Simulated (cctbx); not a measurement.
# A crystallographic session in cctbx: SbPtPb

Library: cctbx 2025.11. The data are simulated by the first script.

## 1. Simulate the data

run.py:

```python
from cctbx import adptbx, crystal, miller, sgtbx, xray
from cctbx.array_family import flex
from iotbx.shelx import hklf
from scitbx import matrix
import scitbx.random

cs = crystal.symmetry(unit_cell=(7.237, 4.388, 7.821, 90, 90, 90), space_group_symbol='Hall: -P 2ac 2n')  # Pnma
atoms = [  # label, site, U (iso, or U11 U22 U33 U12 U13 U23 in A^2), occupancy
    ("Pb1", (0.512, 0.25, 0.1989), 0.0065, 1),
    ("Pt1", (0.1998, 0.75, 0.0874), 0.0058, 1),
    ("Sb1", (0.8086, 0.75, 0.0909), 0.0090, 1),
]
xs = xray.structure(crystal_symmetry=cs)
for label, site, u, occ in atoms:
    u = adptbx.u_cif_as_u_star(cs.unit_cell(), u) if isinstance(u, tuple) else u
    xs.add_scatterer(xray.scatterer(label, site=site, u=u, occupancy=occ))
xs.set_inelastic_form_factors(0.7749, "sasaki")
xs.show_summary()
p1 = xs.expand_to_p1()
ms = miller.build_set(p1, anomalous_flag=True, d_min=0.75)
flex.set_random_seed(452431)
scitbx.random.set_random_seed(452431)
ms = ms.select(flex.random_double(ms.size()) < 0.8)
i = ms.structure_factors_from_scatterers(p1, algorithm="direct").f_calc().as_intensity_array().data()
i = i * 5000 / flex.max(i)
sig = flex.sqrt(i + flex.pow2(0.06 * i) + 4 ** 2)
noise = scitbx.random.variate(scitbx.random.normal_distribution())(i.size())
data = ms.array(data=i + sig * noise, sigmas=sig).set_observation_type_xray_intensity()
with open("data.hkl", "w") as f:
    data.export_as_shelx_hklf(f)
print("reflections written:", data.size(), " <I/sigma> = %.1f" % flex.mean(data.data() / data.sigmas()))
for h, a, b in list(data.sort("data"))[:12]:
    print("%4d%4d%4d %9.1f %7.1f" % (h + (a, b)))
```

```console
$ python run.py
```

```text
Number of scatterers: 3
At special positions: 3
Unit cell: (7.237, 4.388, 7.821, 90, 90, 90)
Space group: P n m a (No. 62)
reflections written: 1964  <I/sigma> = 5.9
   0  -2   0    5186.6   308.2
   0   2   0    5029.6   308.2
   0  -1  -3    3665.3   219.8
   0   1  -3    3451.9   219.8
   0   1   3    3448.3   219.8
   0   4   0    2426.1   148.1
   2  -1  -1    2216.0   134.5
   2   1   1    2180.2   134.5
  -3   1  -4    2131.0   127.7
  -2   1   1    2077.7   134.5
   2  -1   1    2070.4   134.5
   0   3   3    2062.0   129.3
```

Run time: 0.22 s on 1 thread of Arm Neoverse V2, on a shared host, peak memory 0.07 GiB.

## 2. Refinement (right model, isotropic)

run.py:

```python
import math
from cctbx import adptbx, crystal, maptbx, sgtbx, xray
from cctbx.array_family import flex
from cctbx.xray import observations
from iotbx.shelx import hklf
from scitbx.lstbx import normal_eqns_solving
from smtbx import absolute_structure, utils
from smtbx.refinement import constraints, least_squares

cs = crystal.symmetry(unit_cell=(7.237, 4.388, 7.821, 90, 90, 90), space_group_symbol='Hall: -P 2ac 2n')  # Pnma
atoms = [  # label, site, U (iso, or U11 U22 U33 U12 U13 U23 in A^2), occupancy
    ("Pb1", (0.5123, 0.25, 0.2002), 0.0200, 1),
    ("Pt1", (0.1989, 0.75, 0.0897), 0.0200, 1),
    ("Sb1", (0.8015, 0.75, 0.0825), 0.0200, 1),
]
xs = xray.structure(crystal_symmetry=cs)
for label, site, u, occ in atoms:
    u = adptbx.u_cif_as_u_star(cs.unit_cell(), u) if isinstance(u, tuple) else u
    xs.add_scatterer(xray.scatterer(label, site=site, u=u, occupancy=occ))
xs.set_inelastic_form_factors(0.7749, "sasaki")
raw = hklf.reader(file_name="data.hkl").as_miller_arrays(crystal_symmetry=cs, anomalous=True)[0]
merged = raw.eliminate_sys_absent().merge_equivalents()
fo2 = merged.array().set_observation_type_xray_intensity()
print("Rint %.3f, %d unique reflections to %.2f A" % (merged.r_int(), fo2.size(), fo2.d_min()))
for sc in xs.scatterers():
    sc.flags.set_grad_site(True)
    sc.flags.set_grad_u_aniso(sc.flags.use_u_aniso())
    sc.flags.set_grad_u_iso(sc.flags.use_u_iso())
obs = fo2.as_xray_observations()
extra = {}
rep = constraints.reparametrisation(xs, [], utils.connectivity_table(xs), **extra)
ls = least_squares.crystallographic_ls(obs, rep, weighting_scheme=least_squares.mainstream_shelx_weighting(a=0, b=0))
print("cycle     R1     wR2    GooF  max shift (A)")
for cycle in range(8):
    ls.build_up()
    r1, wr2, goof = ls.r1_factor(cutoff_factor=2)[0], ls.wR2(), ls.goof()
    old = xs.sites_cart()
    normal_eqns_solving.levenberg_marquardt_iterations(ls, n_max_iterations=3, tau=1e-06, step_threshold=1e-7)
    big = flex.max((xs.sites_cart() - old).norms())
    print("%4d %7.4f %7.4f %7.3f %9.5f" % (cycle + 1, r1, wr2, goof, big))
    ls.build_up(objective_only=True)
    if abs(ls.wR2() - wr2) < 5e-5 and big < 5e-4:
        break
ls.build_up()
print("final R1 %.4f wR2 %.4f GooF %.3f  parameters %d  data/parameter %.1f" % (ls.r1_factor(cutoff_factor=2)[0], ls.wR2(), ls.goof(), ls.n_parameters, fo2.size() / ls.n_parameters))
cov = ls.covariance_matrix_and_annotations()
su = dict(zip(cov.annotations, (math.sqrt(max(v, 0)) for v in cov.matrix.matrix_packed_u_diagonal())))
a2 = cs.unit_cell().reciprocal_parameters()[0] ** -2
print("atom        x        y        z      Ueq    occ   su(xyz)  su(Uiso or U11)")
for sc in xs.scatterers():
    s = max(su.get(sc.label + k, 0) for k in (".x", ".y", ".z"))
    npd = "" if sc.is_positive_definite_u(cs.unit_cell()) else "  NPD"
    print("%-5s %8.5f %8.5f %8.5f %8.4f %6.3f %8.5f %7.4f%s" % ((sc.label,) + sc.site + (sc.u_iso_or_equiv(cs.unit_cell()), sc.occupancy, s, su.get(sc.label + ".uiso", su.get(sc.label + ".u11", 0) * a2), npd)))
fo = fo2.f_sq_as_f()
fc = fo.structure_factors_from_scatterers(xs, algorithm="direct").f_calc()
diff = fo.f_obs_minus_f_calc(1 / math.sqrt(ls.scale_factor()), fc).average_bijvoet_mates()
m = diff.fft_map(symmetry_flags=maptbx.use_space_group_symmetry, resolution_factor=0.25).apply_volume_scaling()
print("difference map: max %.2f min %.2f rms %.2f" % (m.statistics().max(), m.statistics().min(), m.statistics().sigma()))
peaks = m.peak_search(parameters=maptbx.peak_search_parameters(min_distance_sym_equiv=0.6, max_clusters=6)).all()
near = xs.closest_distances(peaks.sites(), distance_cutoff=4)
sps = cs.special_position_settings(min_distance_sym_equiv=0.5)
for k, (x, h) in enumerate(zip(peaks.sites(), peaks.heights())):
    ss = sps.site_symmetry(x)
    print("Q%-3d %7.4f %7.4f %7.4f %4d %7.2f  %.2f A from %s" % ((k + 1,) + tuple(t % 1 for t in ss.exact_site()) + (ss.multiplicity(), h, near.smallest_distances[k], xs.scatterers()[near.i_seqs[k]].label)))
```

```console
$ python run.py
```

```text
Rint 0.058, 344 unique reflections to 0.75 A
cycle     R1     wR2    GooF  max shift (A)
   1  0.1514  0.3465   6.042   0.08311
   2  0.0219  0.0543   0.947   0.00001
final R1 0.0219 wR2 0.0543 GooF 0.947  parameters 9  data/parameter 38.2
atom        x        y        z      Ueq    occ   su(xyz)  su(Uiso or U11)
Pb1    0.51183  0.25000  0.19904   0.0066  1.000  0.00008  0.0002
Pt1    0.19976  0.75000  0.08747   0.0061  1.000  0.00008  0.0002
Sb1    0.80868  0.75000  0.09079   0.0089  1.000  0.00015  0.0002
difference map: max 3.17 min -2.50 rms 0.73
Q1    0.2206  0.6484  0.7017    8    3.33  1.74 A from Pb1
Q2    0.9872  0.2500  0.4136    4    3.18  0.90 A from Pb1
Q3    0.2469  0.2500  0.4404    4    2.56  1.21 A from Pt1
Q4    0.1974  0.2500  0.1212    4    2.41  1.66 A from Sb1
Q5    0.1313  0.2500  0.7488    4    2.18  1.33 A from Sb1
Q6    0.1219  0.2500  0.5018    4    2.10  1.45 A from Pt1
```

Time: 0.34 s.

## 3. Refinement (right model, anisotropic)

run.py, as its changes from the last script of this kind:

```diff
@@ -12,3 +12,3 @@
-    ("Pb1", (0.5123, 0.25, 0.2002), 0.0200, 1),
-    ("Pt1", (0.1989, 0.75, 0.0897), 0.0200, 1),
-    ("Sb1", (0.8015, 0.75, 0.0825), 0.0200, 1),
+    ("Pb1", (0.51183, 0.25, 0.19904), 0.0066, 1),
+    ("Pt1", (0.19976, 0.75, 0.08747), 0.0061, 1),
+    ("Sb1", (0.80868, 0.75, 0.09079), 0.0089, 1),
@@ -20,0 +21 @@
+xs.convert_to_anisotropic()
```

```console
$ python run.py
```

```text
Rint 0.058, 344 unique reflections to 0.75 A
cycle     R1     wR2    GooF  max shift (A)
   1  0.0219  0.0543   0.960   0.00023
   2  0.0214  0.0533   0.942   0.00000
final R1 0.0214 wR2 0.0533 GooF 0.942  parameters 18  data/parameter 19.1
atom        x        y        z      Ueq    occ   su(xyz)  su(Uiso or U11)
Pb1    0.51183  0.25000  0.19904   0.0067  1.000  0.00008  0.0003
Pt1    0.19975  0.75000  0.08749   0.0061  1.000  0.00008  0.0003
Sb1    0.80867  0.75000  0.09082   0.0089  1.000  0.00015  0.0005
difference map: max 3.25 min -2.32 rms 0.73
Q1    0.0202  0.7500  0.5809    4    3.28  0.95 A from Pb1
Q2    0.2211  0.6492  0.7030    8    3.27  1.74 A from Pb1
Q3    0.2457  0.2500  0.4391    4    2.57  1.23 A from Pt1
Q4    0.1843  0.2500  0.1306    4    2.34  1.73 A from Sb1
Q5    0.2325  0.7500  0.6093    4    2.28  1.66 A from Sb1
Q6    0.1317  0.2500  0.7498    4    2.20  1.32 A from Sb1
```

Time: 0.33 s.

## 4. Refinement

run.py, as its changes from the last script of this kind:

```diff
@@ -14,0 +15 @@
+    ("Sb2", (0.877, 0.446, 0.57), 0.0300, 1),
@@ -21 +21,0 @@
-xs.convert_to_anisotropic()
@@ -35 +35 @@
-for cycle in range(8):
+for cycle in range(12):
```

```console
$ python run.py
```

```text
Rint 0.058, 344 unique reflections to 0.75 A
cycle     R1     wR2    GooF  max shift (A)
   1  0.4992  0.8320  14.596   0.08119
   2  0.1843  0.5001   8.773   0.28631
   3  0.0323  0.1134   1.989   0.25363
   4  0.0352  0.1682   2.951   0.15841
   5  0.0378  0.2016   3.537   0.13253
   6  0.0245  0.0895   1.570   0.10138
   7  0.0334  0.1872   3.285   0.15544
   8  0.0234  0.0861   1.511   0.03093
   9  0.0303  0.1711   3.002   0.02649
  10  0.0232  0.0847   1.485   0.00877
  11  0.0303  0.1681   2.950   0.00550
  12  0.0233  0.0843   1.479   0.00399
final R1 0.0303 wR2 0.1674 GooF 2.937  parameters 13  data/parameter 26.5
atom        x        y        z      Ueq    occ   su(xyz)  su(Uiso or U11)
Pb1    0.51184  0.25000  0.19906   0.0065  1.000  0.00026  0.0006
Pt1    0.19971  0.75000  0.08746   0.0059  1.000  0.00025  0.0006
Sb1    0.80874  0.75000  0.09080   0.0088  1.000  0.00047  0.0007
Sb2    0.84627  0.50760  0.48525   0.7116  1.000  0.01172  0.0241
difference map: max 5.57 min -4.06 rms 1.13
Q1    0.0120  0.2500  0.3011    4    5.79  0.00 A from Pb1
Q2    0.2006  0.7500  0.0901    4    4.67  0.02 A from Pt1
Q3    0.1865  0.2500  0.8962    4    4.17  0.11 A from Sb1
Q4    0.2231  0.6525  0.7059    8    3.77  1.73 A from Sb2
Q5    0.1313  0.2500  0.7522    4    3.08  1.30 A from Sb1
Q6    0.0139  0.7500  0.5887    4    2.90  0.88 A from Pb1
```

Time: 0.76 s.

This run holds a fault made on purpose: spurious atom: Sb2.

## 5. Refinement

run.py, as its changes from the last script of this kind:

```diff
@@ -15 +14,0 @@
-    ("Sb2", (0.877, 0.446, 0.57), 0.0300, 1),
@@ -21,0 +21 @@
+xs.convert_to_anisotropic()
@@ -23 +23 @@
-merged = raw.eliminate_sys_absent().merge_equivalents()
+merged = raw.eliminate_sys_absent().resolution_filter(d_min=1.3).merge_equivalents()
```

```console
$ python run.py
```

```text
Rint 0.042, 72 unique reflections to 1.30 A
cycle     R1     wR2    GooF  max shift (A)
   1  0.0171  0.0475   1.072   0.00441
   2  0.0147  0.0407   0.920   0.00001
final R1 0.0147 wR2 0.0407 GooF 0.920  parameters 18  data/parameter 4.0
atom        x        y        z      Ueq    occ   su(xyz)  su(Uiso or U11)
Pb1    0.51184  0.25000  0.19911   0.0065  1.000  0.00027  0.0016
Pt1    0.20028  0.75000  0.08730   0.0060  1.000  0.00025  0.0020
Sb1    0.80809  0.75000  0.09092   0.0081  1.000  0.00039  0.0030
difference map: max 0.95 min -0.90 rms 0.31
Q1    0.2200  0.7500  0.6689    4    0.97  1.69 A from Pb1
Q2    0.1285  0.2500  0.5193    4    0.94  1.35 A from Pt1
Q3    0.1064  0.5464  0.5468    8    0.88  1.72 A from Pb1
Q4    0.2458  0.2500  0.4368    4    0.78  1.24 A from Pt1
Q5    0.1171  0.5690  0.0269    8    0.70  1.10 A from Pt1
Q6    0.0415  0.2500  0.8397    4    0.57  1.22 A from Sb1
```

Time: 0.35 s.

This run holds a fault made on purpose: data cut at low resolution.

## 6. Refinement

run.py, as its changes from the last script of this kind:

```diff
@@ -12 +12 @@
-    ("Pb1", (0.51183, 0.25, 0.19904), 0.0066, 1),
+    ("W1", (0.51183, 0.25, 0.19904), 0.0066, 1),
@@ -23 +23 @@
-merged = raw.eliminate_sys_absent().resolution_filter(d_min=1.3).merge_equivalents()
+merged = raw.eliminate_sys_absent().merge_equivalents()
```

```console
$ python run.py
```

```text
Rint 0.058, 344 unique reflections to 0.75 A
cycle     R1     wR2    GooF  max shift (A)
   1  0.0238  0.0586   1.037   0.00080
   2  0.0224  0.0553   0.978   0.00000
final R1 0.0224 wR2 0.0553 GooF 0.978  parameters 18  data/parameter 19.1
atom        x        y        z      Ueq    occ   su(xyz)  su(Uiso or U11)
W1     0.51188  0.25000  0.19904   0.0064  1.000  0.00008  0.0003
Pt1    0.19971  0.75000  0.08749   0.0065  1.000  0.00008  0.0003
Sb1    0.80857  0.75000  0.09081   0.0093  1.000  0.00015  0.0005
difference map: max 3.66 min -2.74 rms 0.75
Q1    0.0103  0.7500  0.5908    4    3.84  0.86 A from W1
Q2    0.1799  0.2500  0.1394    4    3.09  1.75 A from W1
Q3    0.2190  0.6522  0.7036    8    3.03  1.73 A from W1
Q4    0.2466  0.2500  0.4441    4    2.87  1.19 A from Pt1
Q5    0.0941  0.2500  0.2987    4    2.65  0.60 A from W1
Q6    0.2268  0.2500  0.3444    4    2.41  1.59 A from W1
```

Run time: 0.34 s on 1 thread of Arm Neoverse V2 (shared host), peak memory 0.09 GiB.

This run holds a fault made on purpose: wrong element: W1 is Pb.

[Logs are printed without paths, hosts, clocks, repeated set-up lines and the standing remarks that a program may print on its own settings, such as how far it seeks lower states.]
